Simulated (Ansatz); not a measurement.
Li3SCl (Pm-3m): refractive index against wavelength

The refractive index of Li3SCl (Pm-3m) below the direct gap (4.16 eV on the mesh) is read from one computed spectrum, n = √(Re ε).

The structure is cubic, space group Pm-3m (No. 221). The conventional cell has a = 4.591 Å, b = 4.591 Å, c = 4.591 Å, α = 90.00°, β = 90.00°, γ = 90.00°. Around Cl on site b lie 12 Li at 3.25 Å. S on site a is surrounded by 6 Li at 2.30 Å. Li on site d has 2 S at 2.30 Å as nearest neighbours.

Method: Ansatz 0.2.0, PBE, independent particles, k-mesh 8×8×8 with interpolation inside its cells, Gaussian parameter 0.15 eV.

Launch of the response step: `ansatz run input.yaml --threads 4 --pin off --max-ram 8192MiB --backend cpu --events-out ev --progress --plain --runs-dir out`. The run took 5 s, on 4 threads of Intel(R) Xeon(R) 6975P-C (Granite Rapids) (shared host).

| wavelength (nm) | photon energy E (eV) | n |
| --- | --- | --- |
| 1310 | 0.946 | 1.8791 |
| 1064 | 1.165 | 1.8856 |
| 850 | 1.459 | 1.8968 |
| 700 | 1.771 | 1.9122 |
| 633 | 1.959 | 1.9233 |
| 532 | 2.331 | 1.9505 |
| 450 | 2.755 | ? |

In the single-oscillator model n² − 1 = E₀E_d/(E₀² − E²), so 1/(n² − 1) = E₀/E_d − E²/(E₀E_d) is linear in E².

Working, on the rows shown:

| x = E² (eV²) | y = 1/(n² − 1) |
| --- | --- |
| 0.895757 | 0.395098 |
| 1.35784 | 0.391315 |
| 2.12762 | 0.384934 |
| 3.13716 | 0.376434 |
| 3.83641 | 0.370496 |
| 5.43137 | 0.356576 |

Means: x̄ = 2.7977, ȳ = 0.37914. Σ(x − x̄)(y − ȳ) = -0.1211, Σ(x − x̄)² = 14.27. Slope = -0.1211 / 14.27 = -0.008485; intercept = ȳ − slope · x̄ = 0.40288. Turned back into n, the line misses the rows shown by at most 0.00044.

**Question.** What does the fit predict for the withheld row, and how well does it do?

**Answer.** At x = 7.5912 the line gives y = 0.33847, that is 1.9886. The run gave 1.9919, so the extrapolation is off by 0.0033, 3 % of the range in the table.

Refitted with all rows, the slope is -0.008667 and the intercept 0.4033. These give E₀ = √(intercept/−slope) = 6.82 eV and E_d = E₀/intercept = 16.9 eV; E₀ is 1.6 times the direct gap. The electronic limit at long wavelengths, without lattice vibrations, is n = √(1 + 1/intercept) = 1.865. The structure is a model and need not exist. Excitons are left out and so are local fields; PBE gaps are as a rule too small.
